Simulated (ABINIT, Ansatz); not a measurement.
**CdBr2 (P6_3mc): G0W0 on several meshes in ABINIT**

How does the mesh move the gap of CdBr2 (P6_3mc)?

Calculated with ABINIT 10.8.3; LDA and many-body steps on it, plane waves.

Report form: the programs' logs are mostly left out.

The database entry behind the starting cell has ideal inner coordinates that were not refined, so it need not match the best structure at ambient conditions.

### 1. The starting structure

Symmetry: P6_3mc, No. 186, hexagonal system. Conventional cell: a = 3.985 Å, b = 3.985 Å, c = 12.561 Å, α = 90.00°, β = 90.00°, γ = 120.00°. Nearest to Cd lie 6 Br at 2.79 Å. Br has 3 Cd at 2.79 Å nearest. Nearest to Br lie 3 Cd at 2.79 Å. Farther neighbours and most contacts between anions are not listed.

The cell and positions come from the Crystallography Open Database and are kept as given unless a step says otherwise.

### 2. Empty states on the mesh, 3×3×1 mesh, 380 bands

This step: ABINIT 10.8.3; DFT, LDA, plane waves, norm-conserving pseudopotentials.

The sums over transitions need many empty states on a uniform mesh; this step solves for them.

run.abi reads:

```
acell 3*1.0 Angstrom
rprim 
  3.985000000011 -0.000000000003 0.000000000000
  -1.992500000003 3.451111234092 0.000000000000
  0.000000000000 0.000000000000 12.561000000000
ntypat 2
znucl 48 35
natom 6
typat 1 1 2 2 2 2
xred 
  0.333333333333 0.666666666667 0.375000000000
  0.666666666667 0.333333333333 0.875000000000
  0.333333333333 0.666666666667 0.000000000000
  0.666666666667 0.333333333333 0.500000000000
  0.000000000000 0.000000000000 0.250000000000
  0.000000000000 0.000000000000 0.750000000000
pp_dirpath "pseudos"
pseudos "Cd.upf, Br.upf"
ecut 47
ngkpt 3 3 1
nshiftk 1
shiftk 0 0 0
kptopt 1
chksymbreak 0
iscf -2
irdden 1
istwfk *1
nband 380
nbdbuf 34
tolwfr 1e-09
nstep 60
prtvol 0
indata_prefix "in"
outdata_prefix "out"
tmpdata_prefix "tmp"
```

Command:

```sh
> OMP_NUM_THREADS=2 mpirun -n 3 abinit run.abi > log
```

Wall time 5.9 min (3 MPI ranks of Arm Neoverse V2, shared host); peak memory 0.71 GiB; 28 min of CPU time.

Numbers from this step:

| Property | Result |
| --- | --- |
| gap | 2.527 eV |
| k of the valence top | 0, 0, 0 |
| k of the conduction bottom | 0, 0, 0 |
| least direct gap | 2.527 eV |
| k points computed | 3 |
| lowest point of the top converged band, above the valence top | 80.8064 eV |

On this mesh the gap is 2.527 eV.

The density comes from a self-consistent run that is not shown.

### 3. Screening, 3×3×1 mesh, 161 bands, screening to 141.5 eV

The RPA dielectric matrix is built and inverted for each q.

This step: RPA screening on LDA, plane waves, norm-conserving pseudopotentials.

Edit run.abi of step 2 so:

```diff
@@ -24,10 +24,11 @@
 chksymbreak 0
-iscf -2
-irdden 1
 istwfk *1
-nband 380
-nbdbuf 34
-tolwfr 1e-09
-nstep 60
-prtvol 0
+occopt 1
+irdwfk 1
+optdriver 3
+nband 161
+ecuteps 5.2
+inclvkb 2
+awtr 1
+symchi 1
 indata_prefix "in"
```

Command:

```sh
> OMP_NUM_THREADS=1 mpirun -n 8 abinit run.abi > log
```

Wall time 39 s (8 MPI ranks); peak memory 3.3 GiB.

Numbers from this step:

```
ε∞ with local fields, on this mesh, along the program's q direction : 5.362
the same without local fields                                       : 6.098
plasma frequency                                                    : 23.30 eV
plane waves in the screening matrix                                 : 649
```

Local fields lower ε∞ by 12 %. On a Γ-centred mesh this coarse the value itself is usually too large, while a short band sum pulls it down.

### 4. 3×3×1

The self-energy is evaluated for the states that the input lists, and the levels follow from it, in one-shot runs by the linearised quasiparticle equation.

This step: G0W0 on LDA, plane waves, norm-conserving pseudopotentials.

Edit run.abi of step 3 so:

```diff
@@ -27,8 +27,15 @@
 irdwfk 1
-optdriver 3
+optdriver 4
 nband 161
+gwcalctyp 0
+ecutsigx 47
+symsigma 1
+nkptgw 1
+kptgw 
+  0.0000000000 0.0000000000 0.0000000000
+bdgw 
+  33 36
 ecuteps 5.2
-inclvkb 2
-awtr 1
-symchi 1
+irdscr 1
+ppmodel 1
 indata_prefix "in"
```

The job ended after 8.5 s (8 MPI ranks; peak memory 2.1 GiB; 67 s of CPU time).

This step gave:

```yaml
g0w0_gap_on_the_points_computed: 4.294 eV
starting_gap_on_the_mesh: 2.527 eV
k_of_the_valence_top: 0, 0, 0
k_of_the_conduction_bottom: 0, 0, 0
z_at_the_valence_top: 0.794
z_at_the_conduction_bottom: 0.824
least_direct_g0w0_gap_on_the_computed_points: 4.294 eV
```

The gap on the mesh goes from 2.53 eV to 4.29 eV, a correction of +1.77 eV.

### 5. Empty states on the mesh, 6×6×2 mesh, 177 bands

This step: DFT, LDA, plane waves, norm-conserving pseudopotentials.

Edit run.abi of step 4 so:

```diff
@@ -19,3 +19,3 @@
 ecut 47
-ngkpt 3 3 1
+ngkpt 6 6 2
 nshiftk 1
@@ -24,18 +24,10 @@
 chksymbreak 0
+iscf -2
+irdden 1
 istwfk *1
-occopt 1
-irdwfk 1
-optdriver 4
-nband 161
-gwcalctyp 0
-ecutsigx 47
-symsigma 1
-nkptgw 1
-kptgw 
-  0.0000000000 0.0000000000 0.0000000000
-bdgw 
-  33 36
-ecuteps 5.2
-irdscr 1
-ppmodel 1
+nband 177
+nbdbuf 16
+tolwfr 1e-09
+nstep 60
+prtvol 0
 indata_prefix "in"
```

The job ended after 5.1 min (8 MPI ranks; peak memory 1.5 GiB; 41 min of CPU time).

This step gave:

| Item | Value |
| --- | --- |
| gap | 2.527 eV |
| k of the valence top | 0, 0, 0 |
| k of the conduction bottom | 0, 0, 0 |
| least direct gap | 2.527 eV |
| k points computed | 14 |
| lowest point of the top converged band, above the valence top | 43.97 eV |

On this mesh the gap is 2.527 eV.

### 6. Screening, 6×6×2 mesh, 161 bands, screening to 141.5 eV

This step: RPA screening on LDA, plane waves, norm-conserving pseudopotentials.

Edit run.abi of step 5 so:

```diff
@@ -24,10 +24,11 @@
 chksymbreak 0
-iscf -2
-irdden 1
 istwfk *1
-nband 177
-nbdbuf 16
-tolwfr 1e-09
-nstep 60
-prtvol 0
+occopt 1
+irdwfk 1
+optdriver 3
+nband 161
+ecuteps 5.2
+inclvkb 2
+awtr 1
+symchi 1
 indata_prefix "in"
```

Run time: 10 min. Hardware: 8 MPI ranks; peak memory 9.5 GiB; 83 min of CPU time.

Numbers from this step:

* ε∞ with local fields, on this mesh, along the program's q direction: 4.373
* the same without local fields: 5.046
* plasma frequency: 23.30 eV
* plane waves in the screening matrix: 649

### 7. 6×6×2

This step: G0W0 on LDA, plane waves, norm-conserving pseudopotentials.

Edit run.abi of step 6 so:

```diff
@@ -27,8 +27,15 @@
 irdwfk 1
-optdriver 3
+optdriver 4
 nband 161
+gwcalctyp 0
+ecutsigx 47
+symsigma 1
+nkptgw 1
+kptgw 
+  0.0000000000 0.0000000000 0.0000000000
+bdgw 
+  33 36
 ecuteps 5.2
-inclvkb 2
-awtr 1
-symchi 1
+irdscr 1
+ppmodel 1
 indata_prefix "in"
@@ -36 +43,2 @@
 tmpdata_prefix "tmp"
+gwmem 10
```

Elapsed: 25 s, on 8 MPI ranks; peak memory 5.3 GiB.

Numbers from this step:

```yaml
g0w0_gap_on_the_points_computed: 4.312 eV
starting_gap_on_the_mesh: 2.527 eV
k_of_the_valence_top: 0, 0, 0
k_of_the_conduction_bottom: 0, 0, 0
z_at_the_valence_top: 0.799
z_at_the_conduction_bottom: 0.831
least_direct_g0w0_gap_on_the_computed_points: 4.312 eV
```

Against G0W0 in ABINIT (3×3×1 mesh, 161 bands, screening to 141.5 eV, Godby-Needs plasmon pole), the gap moves by +0.018 eV.

### 8. Side by side

Times are wall times on 8 MPI ranks of Arm Neoverse V2, shared host, good to a factor of about two. A run's time includes the screening step that it read.

```
  run   mesh  bands  screening cutoff (eV)  DFT gap (eV)  gap on the mesh (eV)  direct (eV)  ε∞ used    time
3×3×1  3×3×1    161                  141.5         2.527                 4.294        4.294     5.36    48 s
6×6×2  6×6×2    161                  141.5         2.527                 4.312        4.312     4.37  11 min
```

### 9. What came out

```json
{
  "3×3×1": "4.294 eV",
  "6×6×2": "4.312 eV",
  "known limits": "not at the basis limit; no spin-orbit coupling; coarse k mesh"
}
```

6×6×2: +0.018 eV against 3×3×1. Bands and cutoff are finite, so the gap is not at the basis limit. The miss can reach some tenths of an eV and take either sign; the mesh is an error of its own. In the G0W0 runs levels were corrected at 1 k point alone, so a gap called «on the mesh» is the least over those, and an edge elsewhere would be missed. The 3×3×1 mesh is coarse for this cell, which bears on the long-range parts of exchange and screening. The many-body steps are scalar-relativistic: spin-orbit coupling is not in them.

[Paths, hosts, dates, memory and timing lines, banners, echoed tables and standing remarks are left out of the program output.]

[Logs are printed without paths, hosts, clocks, repeated set-up lines and the standing remarks that a program may print on its own settings, such as how far it seeks lower states.]

[Runs of the session that timed out or met a known fault of the program may be left out.]

[Hosts, paths, dates, database ids (printed as entryN), source tags and the programs' standing remarks are cut or masked in the printed files.]

[G0W0 gaps are taken among the corrected bands and points alone; a level outside them can change the order at an edge.]

[Where Ansatz stands beside ABINIT at settings called matched, ABINIT's density can come from a denser mesh and the files from another edition; pairs whose starting gaps differed by over 0.03 eV were left out, so agreement reads better than it is.]
